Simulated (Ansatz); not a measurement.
# (GaP)1(GaAs)3 [001] superlattice, started as zinc blende: relaxing the cell for a phonon run

Task: relax (GaP)1(GaAs)3 [001] superlattice, started as zinc blende tightly.

Main program and level: Ansatz 0.2.0; DFT PBEsol, scalar-relativistic, plane waves, PAW.

Most raw output is cut from this account.

The structure was built from a prototype and need not be the compound's stable phase.

### Step 1. The structure

The structure is tetragonal, space group P-4m2 (No. 115). The conventional cell has a = 3.960 Å, b = 3.960 Å, c = 11.200 Å, α = 90.00°, β = 90.00°, γ = 90.00°. As has 4 Ga at 2.42 Å nearest. Nearest to As lie 4 Ga at 2.42 Å. Nearest to Ga lie 2 As at 2.42 Å and 2 P at 2.42 Å. Nearest to Ga lie 4 As at 2.42 Å. Nearest to P lie 4 Ga at 2.42 Å. Farther neighbours are not listed.

### Step 2. Probe on a coarse mesh

A quick single point on a coarse mesh tells whether the cell has a gap and how far it is from rest, which sets the k mesh and smearing that follow.

File input.yaml:

```yaml
crystal:
  lattice:
    - [2.8, 2.8, 0.0]
    - [-2.8, 2.8, 0.0]
    - [0.0, 0.0, 11.2]
  atoms:
    - { symbol: As, position: [1.0, 0.5, 0.375] }
    - { symbol: As, position: [0.5, 1.0, 0.625] }
    - { symbol: As, position: [1.0, 0.5, 0.875] }
    - { symbol: Ga, position: [0.0, 0.0, 0.0] }
    - { symbol: Ga, position: [0.5, 0.5, 0.25] }
    - { symbol: Ga, position: [0.0, 0.0, 0.5] }
    - { symbol: Ga, position: [0.5, 0.5, 0.75] }
    - { symbol: P, position: [0.5, 1.0, 0.125] }
kpoints:
  mp_grid: { grid: [4, 4, 2] }
hamiltonian:
  xc: pbesol
scf:
  occupations: { method: gaussian, width: 0.1 }
output:
  forces: true
  stress: true
  eigenvalues: true
```

Run with:

```sh
$ ansatz run input.yaml --threads 8 --pin off --max-ram 14336MiB --backend cpu --events-out ev --progress --plain --runs-dir out
```

It took 1.5 s on 8 threads of Arm Neoverse V2, shared host; peak memory 0.67 GiB; 10 s of CPU time.

A gap read on the k-mesh alone can miss the band edges.

This step gave:

```
pressure           : 0.2994 GPa
volume per atom    : 21.95 Å³
gap on the k-mesh  : 0.7587 eV
direct gap on mesh : 0.7587 eV
```

The coarse mesh shows a gap of 0.76 eV and a pressure of 0.3 GPa.

### Step 3. Rough relaxation

A rough relaxation comes first, because large forces or stress need no tight tolerances yet.

input.yaml, as its differences from that of step 2:

```diff
@@ -15,3 +15,3 @@
 kpoints:
-  mp_grid: { grid: [4, 4, 2] }
+  mp_grid: { grid: [6, 6, 2] }
 hamiltonian:
@@ -24 +24,6 @@
   eigenvalues: true
+relax:
+  adjacent_minimum: "off"
+  f_tol: 0.05
+  max_steps: 80
+  cell: { stress_tol: 0.5 }
```

Wall time 11 s (8 threads); peak memory 0.83 GiB; 83 s of CPU time.

Relaxation path:

```csv
step,energy less that of the first step (eV),largest force component (eV/Å),pressure (GPa),volume (Å³)
1,0.0000,0.6912,0.21,175.62
2,-0.0543,0.0573,-0.08,176.03
3,-0.0552,0.0072,-0.02,175.90
4*,-0.0553,0.0072,-0.02,175.90
```

Relaxation steps marked * repeat the geometry before them on a plane-wave basis chosen anew for their cell, so energy and pressure can jump there.

Forces are held to the 8 operations that the run works with; a distortion that breaks them can't arise in this run.

```csv
"conventional cell, symmetrised",before,after,change
a (Å),3.960,3.966,+0.1 %
b (Å),3.960,3.966,+0.1 %
c (Å),11.200,11.184,-0.1 %
volume (Å³/atom),21.95,21.99,+0.2 %
```

The atoms that moved most (Å, as changes of fractional coordinates times the final cell):

```csv
atom,dx,dy,dz,length
Ga5,0.000,0.000,-0.075,0.075
Ga4,0.000,0.000,0.075,0.075
As1,0.000,0.000,-0.050,0.050
As3,0.000,0.000,0.050,0.050
Ga6,0.000,0.000,-0.026,0.026
Ga7,0.000,0.000,0.026,0.026
```

This step gave:

```
pressure           : -0.02267 GPa
volume per atom    : 21.99 Å³
gap on the k-mesh  : 0.7280 eV
direct gap on mesh : 0.7280 eV
```

In this step the volume went from 21.95 to 21.99 Å³/atom.

### Step 4. Bringing the structure to rest

Harmonic phonons are second derivatives at a point where the forces vanish, and they are wanted at zero stress, so atoms and cell are relaxed first.

File input.yaml:

```yaml
crystal:
  lattice:
    - [2.8041993952, 2.8041993952, 0.0]
    - [-2.8041993952, 2.8041993952, 0.0]
    - [0.0, 0.0, 11.1843040312]
  atoms:
    - { symbol: As, position: [1.0, 0.5, 0.3705058077] }
    - { symbol: As, position: [0.5, 1.0, 0.625] }
    - { symbol: As, position: [1.0, 0.5, 0.8794941923] }
    - { symbol: Ga, position: [0.0, 0.0, 0.0067054089] }
    - { symbol: Ga, position: [0.5, 0.5, 0.2432945911] }
    - { symbol: Ga, position: [0.0, 0.0, 0.4976814841] }
    - { symbol: Ga, position: [0.5, 0.5, 0.7523185159] }
    - { symbol: P, position: [0.5, 1.0, 0.125] }
kpoints:
  mp_grid: { grid: [6, 6, 2] }
hamiltonian:
  xc: pbesol
scf:
  occupations: { method: gaussian, width: 0.02 }
output:
  forces: true
  stress: true
  eigenvalues: true
  write_density: true
  write_potential: true
  elf: true
  volumetric_format: npy
relax:
  adjacent_minimum: "off"
  f_tol: 0.005
  max_steps: 80
  cell: { stress_tol: 0.05 }
```

Run time: 8.7 s. Hardware: 8 threads; peak memory 0.83 GiB; 65 s of CPU time.

Little changed from the start: no atom moved by 0.005 Å and no cell edge by 0.1 %.

This step gave:

```
pressure           : -0.003609 GPa
gap on the k-mesh  : 0.7298 eV
volume per atom    : 21.98 Å³
direct gap on mesh : 0.7298 eV
```

ELF in the ac plane at fractional y = 0.000, with atoms of As and Ga and P within 0.2 Å of it. It is the smooth field of the valence electrons, not physical close to the nuclei.

Ten even steps from '_' (0.01) to '@' (0.88), each cell a mean:
```
__..::::::::::::::::::::::__
::::::::..________....::::::
::::::..______________..::::
..__________________________
____________________________
________..----==--::..______
____..--++****##****==::____
__..--++****++++++****++::..
::--++##**==::::::++####++::
----**%%%%++--::--**%%##++--
..::--**%%####**##%%##++--::
..__..--++**********==--..__
____::::----::::::--::::..__
::::::::::..______..::::::::
::::::..____________....::::
....____________________....
____________________________
________..::--==--::..______
____..--++##%%%%##**==::____
__..--++####**++**####++::..
::--**%%%%==____..**%%##++::
::--++%%@@%%--..==@@@@%%==--
....--++%%@@@@%%@@@@%%==::..
..__..--++########**==::..__
```
Columns run along a (4.0 Å), rows up along c (11.2 Å). Atoms in or near the plane, at fractional coordinates: As at (0.50, 0.62), Ga at (0.00, 0.01), Ga at (0.00, 0.50), P at (0.50, 0.12).

Electrostatic potential energy in the ac plane at fractional y = 0.000, with atoms of As and Ga and P within 0.2 Å of it. With pseudopotentials it is smooth inside the atoms' cores, unlike the true potential.

Ten even steps from '0' (-33 eV) to '9' (12 eV), each cell a mean:
```
34478999998643
66789999999876
99999999999999
99999999999999
99999999999999
99999999999999
99999877789999
99987567657999
99975799966899
78875699856888
44677655667754
43468888888534
43468999998543
55789999999865
88999999999998
99999999999999
99999999999999
99999999999999
99999887889999
99997411258999
99985000016899
77886100026887
44578644578644
43468999988534
```
Columns run along a (4.0 Å; values clipped at the 3rd and 97th percentile), rows up along c (11.2 Å). Atoms in or near the plane, at fractional coordinates: As at (0.50, 0.62), Ga at (0.00, 0.01), Ga at (0.00, 0.50), P at (0.50, 0.12).

Valence density in the ac plane at fractional y = 0.000, with atoms of As and Ga and P within 0.2 Å of it. It is the smooth field of the valence electrons, not physical close to the nuclei.

Values in e/Å³, 24 rows by 14 columns, each cell a mean:
```
11  5  1  0  0  0  0  0  0  0  0  0  2  7
 1  0  0  0  0  0  0  0  0  0  0  0  0  1
 0  0  0  0  0  0  0  0  0  0  0  0  0  0
 0  0  0  0  0  0  0  0  0  0  0  0  0  0
 0  0  0  0  0  0  0  0  0  0  0  0  0  0
 0  0  0  0  0  0  0  0  0  0  0  0  0  0
 0  0  0  0  0  0  0  0  0  0  0  0  0  0
 0  0  0  0  0  1  3  4  3  1  0  0  0  0
 0  0  0  0  1  5 17 25 14  3  1  0  0  0
 0  0  0  0  1  3 10 15  8  2  1  0  0  0
 3  2  1  0  1  1  1  1  1  1  1  1  1  2
32 14  2  1  0  0  0  0  0  0  0  1  4 19
19  8  1  0  0  0  0  0  0  0  0  1  3 11
 1  1  0  0  0  0  0  0  0  0  0  0  0  1
 0  0  0  0  0  0  0  0  0  0  0  0  0  0
 0  0  0  0  0  0  0  0  0  0  0  0  0  0
 0  0  0  0  0  0  0  0  0  0  0  0  0  0
 0  0  0  0  0  0  0  0  0  0  0  0  0  0
 0  0  0  0  0  0  0  0  0  0  0  0  0  0
 0  0  0  0  0  1  1  1  1  0  0  0  0  0
 0  0  0  0  1  1  0  0  0  1  1  0  0  0
 0  0  0  0  1  1  0  0  1  1  1  0  0  0
 6  3  1  1  1  1  1  1  1  1  1  1  1  4
38 16  2  1  0  0  0  0  0  0  0  1  4 22
```
Columns run along a (4.0 Å), rows up along c (11.2 Å). Atoms in or near the plane, at fractional coordinates: As at (0.50, 0.62), Ga at (0.00, 0.01), Ga at (0.00, 0.50), P at (0.50, 0.12).

In this step the volume went from 21.99 to 21.98 Å³/atom.

### Step 5. Tight relaxation

Phonons need a cell at rest on their own settings, so the relaxation is repeated with tight tolerances on forces and stress, using the mesh and the filling of the phonon run that follows.

File input.yaml:

```yaml
crystal:
  lattice:
    - [2.8039091888, 2.8039091888, 0.0]
    - [-2.8039091888, 2.8039091888, 0.0]
    - [0.0, 0.0, 11.1836917657]
  atoms:
    - { symbol: As, position: [1.0, 0.5, 0.3705558199] }
    - { symbol: As, position: [0.5, 1.0, 0.625] }
    - { symbol: As, position: [1.0, 0.5, 0.8794441801] }
    - { symbol: Ga, position: [0.0, 0.0, 0.0067005239] }
    - { symbol: Ga, position: [0.5, 0.5, 0.2432994761] }
    - { symbol: Ga, position: [0.0, 0.0, 0.4976725942] }
    - { symbol: Ga, position: [0.5, 0.5, 0.7523274058] }
    - { symbol: P, position: [0.5, 1.0, 0.125] }
kpoints:
  mp_grid: { grid: [8, 8, 2] }
hamiltonian:
  xc: pbesol
scf:
  occupations: { method: fixed }
output:
  forces: true
  stress: true
  eigenvalues: true
relax:
  adjacent_minimum: "off"
  f_tol: 0.001
  max_steps: 60
  cell: { stress_tol: 0.01 }
```

The job ended after 16 s (8 threads; peak memory 0.9 GiB).

Relaxation path:

```csv
step,energy less that of the first step (eV),largest force component (eV/Å),pressure (GPa),volume (Å³)
1,0.0000,0.0028,0.00,175.85
2,-0.0002,0.0006,0.00,175.86
3,-0.0002,0.0001,0.00,175.86
4*,-0.0002,0.0001,0.00,175.86
```

Relaxation steps marked * repeat the geometry before them on a plane-wave basis chosen anew for their cell, so energy and pressure can jump there.

Forces are held to the 8 operations that the run works with; a distortion that breaks them can't arise in this run.

```csv
"conventional cell, symmetrised",before,after,change
a (Å),3.965,3.962,-0.1 %
b (Å),3.965,3.962,-0.1 %
c (Å),11.184,11.204,+0.2 %
volume (Å³/atom),21.98,21.98,+0.0 %
```

Final coordinates:

```xyz
8
Lattice="2.8014 2.8014 0.0000 -2.8014 2.8014 0.0000 0.0000 0.0000 11.2041" Properties=species:S:1:pos:R:3 pbc="T T T"
As    1.4007    4.2022    4.1518
As   -1.4007    4.2022    7.0025
As    1.4007    4.2022    9.8533
Ga    0.0000    0.0000    0.0752
Ga    0.0000    2.8014    2.7258
Ga    0.0000    0.0000    5.5759
Ga    0.0000    2.8014    8.4292
P    -1.4007    4.2022    1.4005
```

Numbers from this step:

- pressure: -2.41e-4 GPa
- gap on the k-mesh: 0.7255 eV
- direct gap on mesh: 0.7255 eV

The largest force component left is 0.13 meV/Å and the pressure is 0.000 GPa, within the tolerances set. The cell now holds 21.98 Å³/atom.

### Step 6. Results

```json
{
 "space group after relaxation (within 0.01 Å)": "P-4m2",
 "lattice constant a": "3.962 Å",
 "lattice constant b": "3.962 Å",
 "lattice constant c": "11.204 Å",
 "volume per atom": "22.0 Å³",
 "gap on the k-mesh": "0.725 eV"
}
```

**Reading.** The largest force component left is 0.13 meV/Å and the pressure is 0.000 GPa, within the tolerances set. The cell now holds 21.98 Å³/atom. The relaxation keeps the symmetry of its start, so it says nothing on stability against lower symmetry. The starting cell was built on a prototype and not taken from a measurement, so the phase need not exist.

[Logs are printed without paths, hosts, clocks, repeated set-up lines and the standing remarks that a program may print on its own settings, such as how far it seeks lower states.]

[Hosts, paths, dates, database ids (printed as entryN), source tags and the programs' standing remarks are cut or masked in the printed files.]
